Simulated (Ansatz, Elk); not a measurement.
# How far do independent atoms describe TiBi3C?

Structure refinements treat a crystal as free atoms side by side. For a made-up structure of TiBi3C (cell and positions from a PBEsol relaxation) the runs below show what the calculated density changes in F(hkl).

Program: Elk 11.2.3 (patched build). Level of theory: DFT, PBE, all-electron APW+lo, Dirac cores, scalar-relativistic bands, static density, no spin. Results are calculated unless marked as measured.

The structure was built from a prototype and need not be the compound's stable phase.

## 1. Set-up

Symmetry: Pm-3m, No. 221, cubic system. The conventional cell has a = 4.854 Å, b = 4.854 Å, c = 4.854 Å, α = 90.00°, β = 90.00°, γ = 90.00°. Nearest to Bi lie 2 C at 2.43 Å and 4 Ti at 3.43 Å and 8 Bi at 3.43 Å. Nearest to Ti lie 12 Bi at 3.43 Å. Nearest to C lie 6 Bi at 2.43 Å. Farther neighbours are not listed.

## 2. Ground state and structure factors

An all-electron density is needed, since X-rays see the cores too. Task 0 finds the density and task 195 Fourier-transforms it; tshift is off so that phases refer to the origin typed.

Contents of elk.in:

```
tasks
  0
  195

xctype
  20

spinpol
  .false.

rgkmax
  7.0

gmaxvr
  14.0

lmaxo
  7

lmaxapw
  8

swidth
  0.002

tshift
  .false.

ramdisk
  .false.

hmaxvr
  5.5

maxscl
  120

epspot
  1e-06

sppath
  './'

avec
  9.17191008634 0.00000000000 0.00000000000
  0.00000000000 9.17191008634 0.00000000000
  0.00000000000 0.00000000000 9.17191008634

atoms
  3
  'Bi.in'
  3
  0.5000000000 0.0000000000 0.5000000000   0.000000 0.000000 0.000000
  -0.0000000000 0.5000000000 0.5000000000   0.000000 0.000000 0.000000
  0.5000000000 0.5000000000 -0.0000000000   0.000000 0.000000 0.000000
  'Ti.in'
  1
  0.0000000000 0.0000000000 0.0000000000   0.000000 0.000000 0.000000
  'C.in'
  1
  0.5000000000 0.5000000000 0.5000000000   0.000000 0.000000 0.000000

ngridk
  5 5 5
```

On the command line:

```
OMP_NUM_THREADS=4 elk
```

Numbers of over 12 decimals in the logs are rounded to 6 here.

Output:

```text
┌─────────────────────────┐
│ Elk code version 11.2.3 │
└─────────────────────────┘

All units are atomic (Hartree, Bohr, etc.)

┌─────────────────────────────────────────────────┐
│ Ground-state run starting from atomic densities │
└─────────────────────────────────────────────────┘

Lattice vectors :
   9.171910086       0.000000000       0.000000000
   0.000000000       9.171910086       0.000000000
   0.000000000       0.000000000       9.171910086

Reciprocal lattice vectors :
  0.6850465441       0.000000000       0.000000000
   0.000000000      0.6850465441       0.000000000
   0.000000000       0.000000000      0.6850465441

Unit cell volume      :    771.5771646
Brillouin zone volume :   0.3214846484

Muffin-tin inner radius fraction :   0.1000000000E-01

Nuclei treated as point charges

Species : 1 (Bi)
 parameters loaded from : Bi.in
 name : bismuth
 nuclear charge    :   -83.00000000
 electronic charge :    83.00000000
 atomic mass :    380947.9285
 muffin-tin radius :    2.761016113
 number of radial points in muffin-tin :   1393
 inner part over the whole radius :   0.9899050746E-02
 number on inner part of muffin-tin    :   1000
 approximate nuclear radius :   0.1052171418E-03
 number of mesh points to nuclear radius :    527
 atomic positions (lattice), magnetic fields (Cartesian) :
  1 :   0.50000000  0.00000000  0.50000000    0.00000000  0.00000000  0.00000000
  2 :   0.00000000  0.50000000  0.50000000    0.00000000  0.00000000  0.00000000
  3 :   0.50000000  0.50000000  0.00000000    0.00000000  0.00000000  0.00000000

Species : 2 (Ti)
 parameters loaded from : Ti.in
 name : titanium
 nuclear charge    :   -22.00000000
 electronic charge :    22.00000000
 atomic mass :    87256.20317
 muffin-tin radius :    2.400000000
 number of radial points in muffin-tin :    993
 inner part over the whole radius :   0.9985722337E-02
 number on inner part of muffin-tin    :    699
 approximate nuclear radius :   0.6805665174E-04
 number of mesh points to nuclear radius :    325
 atomic positions (lattice), magnetic fields (Cartesian) :
  1 :   0.00000000  0.00000000  0.00000000    0.00000000  0.00000000  0.00000000

Species : 3 (C)
 parameters loaded from : C.in
 name : carbon
 nuclear charge    :   -6.000000000
 electronic charge :    6.000000000
 atomic mass :    21894.16674
 muffin-tin radius :    1.774938930
 number of radial points in muffin-tin :    593
 inner part over the whole radius :   0.9958786833E-02
 number on inner part of muffin-tin    :    406
 approximate nuclear radius :   0.4747601631E-04
 number of mesh points to nuclear radius :    166
 atomic positions (lattice), magnetic fields (Cartesian) :
  1 :   0.50000000  0.50000000  0.50000000    0.00000000  0.00000000  0.00000000

Total number of atoms per unit cell :    5
Total muffin-tin volume :    345.8231637
 ratio of muffin-tin to unit cell volume :   0.4482029531

Spin treatment :
 spin-unpolarised

Number of Bravais lattice symmetries :   48
Number of crystal symmetries         :   48
Crystal has inversion symmetry
Real symmetric eigensolver will be used

k-point grid :      5     5     5
k-point offset :    0.000000000       0.000000000       0.000000000
k-point set is reduced with full crystal symmetry group
Total number of k-points :       10

Muffin-tin radius times maximum |G+k| :    7.000000000
 using average radius
Maximum |G+k| for APW functions       :    2.809442588
Maximum (1/2)|G+k|²                   :    3.946483829
Maximum |G| for potential and density :    14.00000000
Constant for pseudocharge density :   10
 order of it for each species :   17  17  17
 order of it for pair densities of each species (exact exchange by exxq0 0: 18) :   12   9   4
Radial integration step length :    1

G-vector grid sizes :     42    42    42
Number of G-vectors :    35729

Maximum angular momentum used for
 APW functions            :    8
 outer part of muffin-tin :    7
 inner part of muffin-tin :    2

Total nuclear charge    :   -277.0000000
[...]
correlation                 :     -16.548805889498
 electron entropic           :    -0.11965671745094E-02
 total energy                :     -65637.288277473

Density of states at Fermi energy :    95.12891368
 (states/Hartree/unit cell)

Estimated indirect band gap :   0.6540098213E-02
 from k-point 2 to k-point 8
Estimated direct band gap   :   0.8312892579E-02
 at k-point 8

Charges :
 core                        :    216.0000000
 valence                     :    61.00000000
 interstitial                :    8.252454363
 muffin-tins (core leakage)
  species : 1 (Bi)
   atom 1                    :    81.06388950     (  0.8669881858E-03)
[...]
species : 2 (Ti)
[...]
species : 3 (C)
[...]
total in muffin-tins        :    268.7475456
 total calculated charge     :    276.9937407
 total charge                :    277.0000000
 error                       :   0.6259259528E-02

RMS change in Kohn-Sham potential (target) :    1.111170538     (  0.1000000000E-05)
Absolute change in total energy (target)   :   0.1654544592     (  0.1000000000E-03)

[... loops 3 to 22 left out ...]

┌──────────────────┐
│ Loop number : 23 │
└──────────────────┘

Energies :
 Fermi                       :     0.276150
 sum of occupied eigenvalues :     -40629.078133277
 electron kinetic            :      76639.033068200
 core electron kinetic       :      76119.052191096
 Coulomb                     :     -141031.62020967
 Coulomb potential           :     -115640.77901688
 nuclear-nuclear             :     -4964.7362738243
 electron-nuclear            :     -156576.58505806
 Hartree                     :      20509.701122209
 Madelung                    :     -83211.230701234
 xc potential                :     -1627.3321845989
 exchange                    :     -1227.2185190718
 correlation                 :     -16.563045743796
 electron entropic           :    -0.25446299342092E-02
 total energy                :     -65636.371250919

Density of states at Fermi energy :    192.5627427
 (states/Hartree/unit cell)

Estimated indirect band gap :   0.1966099564E-02
 from k-point 7 to k-point 10
Estimated direct band gap   :   0.6233579287E-02
 at k-point 9

Charges :
 core                        :    216.0000000
 valence                     :    61.00000000
 interstitial                :    8.314760441
 muffin-tins (core leakage)
  species : 1 (Bi)
[...]
species : 2 (Ti)
[...]
species : 3 (C)
[...]
total in muffin-tins        :    268.6852396
 total calculated charge     :    276.9950994
 total charge                :    277.0000000
 error                       :   0.4900611807E-02

RMS change in Kohn-Sham potential (target) :   0.5337042639E-06 (  0.1000000000E-05)
Absolute change in total energy (target)   :   0.3411201760E-05 (  0.1000000000E-03)

Convergence targets achieved

┌──────────────────┐
│ Loop number : 24 │
└──────────────────┘

Energies :
 Fermi                       :     0.276150
 sum of occupied eigenvalues :     -40629.078137508
 electron kinetic            :      76639.033064343
 core electron kinetic       :      76119.052188084
 Coulomb                     :     -141031.62020971
 Coulomb potential           :     -115640.77899511
 nuclear-nuclear             :     -4964.7362738243
 electron-nuclear            :     -156576.58507885
 Hartree                     :      20509.701142963
 Madelung                    :     -83211.230712156
 xc potential                :     -1627.3322067421
 exchange                    :     -1227.2185185700
 correlation                 :     -16.563045752324
 electron entropic           :    -0.25446291122819E-02
 total energy                :     -65636.371254319

Density of states at Fermi energy :    192.5626748
 (states/Hartree/unit cell)

Estimated indirect band gap :   0.1966096706E-02
 from k-point 7 to k-point 10
Estimated direct band gap   :   0.6233594354E-02
 at k-point 9

Charges :
 core                        :    216.0000000
 valence                     :    61.00000000
 interstitial                :    8.314760911
 muffin-tins (core leakage)
  species : 1 (Bi)
[...]
atom 3                    :    81.19268887     (  0.8282423495E-03)
  species : 2 (Ti)
   atom 1                    :    20.05683219     ( -0.2204335878E-06)
  species : 3 (C)
   atom 1                    :    5.050340283     (  0.4369911923E-05)
 total in muffin-tins        :    268.6852391
 total calculated charge     :    276.9950994
 total charge                :    277.0000000
 error                       :   0.4900611692E-02

┌──────────────────────────────┐
│ Self-consistent loop stopped │
└──────────────────────────────┘

Warning : core states of species 1 leak from the muffin-tin :   0.8282423495E-03

Wrote STATE.OUT
```

It took 31 s on 4 threads of Arm Neoverse V2, shared host; peak memory 0.24 GiB.

SFACRHO.OUT:

```text

h k l indices transformed by vhmat matrix:
   1.000000000       0.000000000       0.000000000    
   0.000000000       1.000000000       0.000000000    
   0.000000000       0.000000000       1.000000000    

      h      k      l  multipl.   |H|            Re(F)            Im(F)           |F|

      0      0      0      1   0.0000000       277.00000     -0.47239855E-19   277.00000    
      0      0      1      6  0.68504654      -64.025608      0.88612438E-13   64.025608    
      0     -1      1     12  0.96880211      -52.248564      0.13734072E-13   52.248564    
     -1     -1     -1      8   1.1865354       228.23528      0.23750485E-12   228.23528    
      0      0     -2      6   1.3700931       228.42734      0.16045121E-12   228.42734    
     -1     -2      0     24   1.5318106      -56.018952     -0.11257659E-12   56.018952    
     -2      1      1     24   1.6780145      -48.497868     -0.12135579E-12   48.497868    
     -2      2      0     12   1.9376042       205.18153     -0.23862356E-13   205.18153    
     -2      1     -2     24   2.0551396      -51.134874      0.12398079E-12   51.134874    
     -3      0      0      6   2.0551396      -51.280926     -0.46948933E-13   51.280926    
      0      3     -1     24   2.1663074      -45.778957     -0.27669206E-13   45.778957    
      3     -1      1     24   2.2720424       188.33913     -0.31698548E-13   188.33913    
      2      2      2      8   2.3730708       189.21890     -0.40657389E-12   189.21890    
      0      3     -2     24   2.4699704      -48.015904      0.67039946E-13   48.015904    
     -3      1      2     48   2.5632095      -43.352153      0.15209710E-12   43.352153    
      4      0      0      6   2.7401862       176.88970     -0.25305503E-12   176.88970    
     -1      0      4     24   2.8245193      -45.553202     -0.13229631E-12   45.553202    
      2     -3     -2     24   2.8245193      -45.445023     -0.35883352E-13   45.445023
```

Elk indexes on the primitive cell of elk.in and gives |H| = 4π sin θ/λ in inverse bohr. Below, one row stands for each form hkl of the conventional cell (m members, Friedel mates merged), F is for one primitive cell and the density is static (no thermal factor). Free-atom factors are Waasmaier and Kirfel's, and R is Σm||F|−|F'||/Σm|F|.

| hkl | m | sin θ/λ (Å⁻¹) | abs F, DFT | neutral atoms | diff. |
| --- | --- | --- | --- | --- | --- |
| 100 | 6 | 0.103 | 64.026 | 63.973 | +0.053 |
| 110 | 12 | 0.146 | 52.249 | 52.563 | -0.314 |
| 111 | 8 | 0.178 | 228.235 | 228.806 | -0.571 |
| 200 | 6 | 0.206 | 228.427 | 228.477 | -0.050 |
| 210 | 24 | 0.230 | 56.019 | 55.785 | +0.234 |
| 211 | 24 | 0.252 | 48.498 | 48.596 | -0.098 |
| 220 | 12 | 0.291 | 205.181 | 205.162 | +0.019 |
| 221 | 24 | 0.309 | 51.135 | 51.228 | -0.093 |
| 300 | 6 | 0.309 | 51.281 | 51.228 | +0.053 |
| 310 | 24 | 0.326 | 45.779 | 45.708 | +0.072 |
| 311 | 24 | 0.342 | 188.339 | 188.272 | +0.067 |
| 222 | 8 | 0.357 | 189.219 | 189.144 | +0.075 |
| 320 | 24 | 0.371 | 48.016 | 48.030 | -0.014 |
| 321 | 48 | 0.386 | 43.352 | 43.342 | +0.011 |

## 3. The highest occupied states alone

An energy window below the Fermi level keeps the highest occupied states, to see at which angles they scatter; shallow core shells can lie inside it and anion s states outside. No new self-consistency is needed.

Edit elk.in of step 2 so:

```diff
@@ -1,3 +1,2 @@
 tasks
-  0
   195
@@ -40,2 +39,5 @@
 
+wsfac
+  -0.164840 0.576150
+
 sppath
```

On the command line:

```
OMP_NUM_THREADS=4 elk
```

Output:

```text
┌─────────────────────────────────┐
│ Elk code version 11.2.3 started │
└─────────────────────────────────┘

Info(readinput): the functional depends on the density's gradient
 muffin-tin radial points multiplied by    2.00000
 (not where nrmtscf is given)

┌────────────────────┐
│ Current task : 195 │
└────────────────────┘
Info(checkmt): changed muffin-tin radius of species 1 (Bi) from   2.8000 to   2.7610
Info(checkmt): changed muffin-tin radius of species 3 (C) from   1.8000 to   1.7749

Info(sfacrho): density structure factors written to SFACRHO.OUT

 Energy window :  -0.1648400000      0.5761500000

┌──────────────────┐
│ Elk code stopped │
└──────────────────┘
```

Run time: 13 s. Hardware: 4 threads; peak memory 0.16 GiB.

States within 12 eV below the Fermi level hold 21.00 electrons; any levels below the window count with the cores. Their amplitudes can exceed the total, where window and core parts have opposite phase:

| hkl | sin θ/λ (Å⁻¹) | abs F, window | abs F, all |
| --- | --- | --- | --- |
| 100 | 0.103 | 2.787 | 64.026 |
| 110 | 0.146 | 2.436 | 52.249 |
| 111 | 0.178 | 0.813 | 228.235 |
| 200 | 0.206 | 2.981 | 228.427 |
| 210 | 0.230 | 0.675 | 56.019 |
| 211 | 0.252 | 1.653 | 48.498 |
| 220 | 0.291 | 0.756 | 205.181 |
| 221 | 0.309 | 0.140 | 51.135 |
| 300 | 0.309 | 0.017 | 51.281 |
| 310 | 0.326 | 0.862 | 45.779 |

## 4. Another functional

The difference from free atoms is small, so it is set against the change that LDA (Perdew-Wang) makes.

Edit elk.in of step 3 so:

```diff
@@ -1,2 +1,3 @@
 tasks
+  0
   195
@@ -4,3 +5,3 @@
 xctype
-  20
+  3
 
@@ -39,5 +40,2 @@
 
-wsfac
-  -0.164840 0.576150
-
 sppath
```

On the command line:

```
OMP_NUM_THREADS=4 elk
```

Output:

```text
┌─────────────────────────┐
│ Elk code version 11.2.3 │
└─────────────────────────┘

All units are atomic (Hartree, Bohr, etc.)

┌─────────────────────────────────────────────────┐
│ Ground-state run starting from atomic densities │
└─────────────────────────────────────────────────┘

Lattice vectors :
   9.171910086       0.000000000       0.000000000
   0.000000000       9.171910086       0.000000000
   0.000000000       0.000000000       9.171910086

Reciprocal lattice vectors :
  0.6850465441       0.000000000       0.000000000
[...]
muffin-tins (core leakage)
  species : 1 (Bi)
[...]
species : 2 (Ti)
   atom 1                    :    20.07179943     ( -0.3536583311E-05)
  species : 3 (C)
   atom 1                    :    5.028451786     (  0.7302444078E-06)
 total in muffin-tins        :    268.7586929
 total calculated charge     :    276.9951198
 total charge                :    277.0000000
 error                       :   0.4880204360E-02

┌──────────────────────────────┐
│ Self-consistent loop stopped │
└──────────────────────────────┘

Warning : core states of species 1 leak from the muffin-tin :   0.8320219630E-03

Wrote STATE.OUT
[key lines of the parts left out:]
total energy                :     -65599.746261935
```

Run time: 17 s. Hardware: 4 threads; peak memory 0.18 GiB.

Against the first run R = 0.01 %; the largest change is -0.051 at 220.

## 5. Basis size

A smaller basis shows how fast F responds to it; the change is likely larger than the basis error of the first run, but doesn't show convergence.

Edit elk.in of step 4 so:

```diff
@@ -5,3 +5,3 @@
 xctype
-  3
+  20
 
@@ -11,3 +11,3 @@
 rgkmax
-  7.0
+  5.5
```

On the command line:

```
OMP_NUM_THREADS=4 elk
```

Output:

```text
┌─────────────────────────┐
│ Elk code version 11.2.3 │
└─────────────────────────┘

All units are atomic (Hartree, Bohr, etc.)

┌─────────────────────────────────────────────────┐
│ Ground-state run starting from atomic densities │
└─────────────────────────────────────────────────┘

Lattice vectors :
   9.171910086       0.000000000       0.000000000
   0.000000000       9.171910086       0.000000000
   0.000000000       0.000000000       9.171910086

Reciprocal lattice vectors :
  0.6850465441       0.000000000       0.000000000
[...]
muffin-tins (core leakage)
  species : 1 (Bi)
[...]
species : 2 (Ti)
   atom 1                    :    19.98891140     ( -0.2204347656E-06)
  species : 3 (C)
   atom 1                    :    4.976501132     (  0.4331877071E-05)
 total in muffin-tins        :    268.4899429
 total calculated charge     :    276.9963437
 total charge                :    277.0000000
 error                       :   0.3656327009E-02

┌──────────────────────────────┐
│ Self-consistent loop stopped │
└──────────────────────────────┘

Warning : core states of species 1 leak from the muffin-tin :   0.8314865659E-03

Wrote STATE.OUT
[key lines of the parts left out:]
total energy                :     -65636.219537240
```

Elapsed: 28 s, on 4 threads; peak memory 0.22 GiB.

Against the first run R = 0.02 %; the largest change is +0.077 at 311.

## 6. Settings against the effect

| run | R against the first run (%) | R against neutral atoms, low angle (%) | wall time |
| --- | --- | --- | --- |
| PBE, rgkmax 7 | 0.00 | 0.19 | 31 s |
| LDA (Perdew-Wang) | 0.01 | 0.18 | 17 s |
| rgkmax 5.5 | 0.02 | 0.16 | 28 s |

## 7. What came out

| Quantity | Value |
| --- | --- |
| R against neutral atoms, sin θ/λ < 0.3 Å⁻¹ | 0.19 % |
| R against neutral atoms, 0.3 to 0.82 Å⁻¹ | 0.07 % |

Independent neutral atoms miss the calculated amplitudes by R = 0.19 % below 0.3 Å⁻¹ and 0.07 % from there to 0.82 Å⁻¹; by shells, 0.40 % below 0.15 Å⁻¹ (2 forms), 0.16 % 0.15 to 0.3 (5 forms), 0.06 % 0.3 to 0.45 (13 forms), 0.07 % above 0.45 (59 forms). Bonding, aspherical density and the tables' own atoms all enter these figures, and the runs don't part them. The largest change of an amplitude is -0.57 electrons, at 111. The window's part falls from 21.0 electrons at the origin to at most 0.37 between 0.45 and 0.82 Å⁻¹. Below 0.3 Å⁻¹ the changes that finished (LDA (Perdew-Wang) and rgkmax 5.5) move F by R = 0.04 % at most, against the 0.19 % that separates it from free atoms. The k-mesh has no finished test. These runs have no spin, though d or f shells may be open. Spin-orbit coupling is left out, which can matter for elements this heavy. Part of the difference isn't bonding: the tables are fits to free atoms and ions calculated by other methods than this functional. Thermal motion, anomalous dispersion and extinction are left out.

[Logs are printed without paths, hosts, clocks, repeated set-up lines and the standing remarks that a program may print on its own settings, such as how far it seeks lower states.]

[Hosts, paths, dates, database ids (printed as entryN), source tags and the programs' standing remarks are cut or masked in the printed files.]
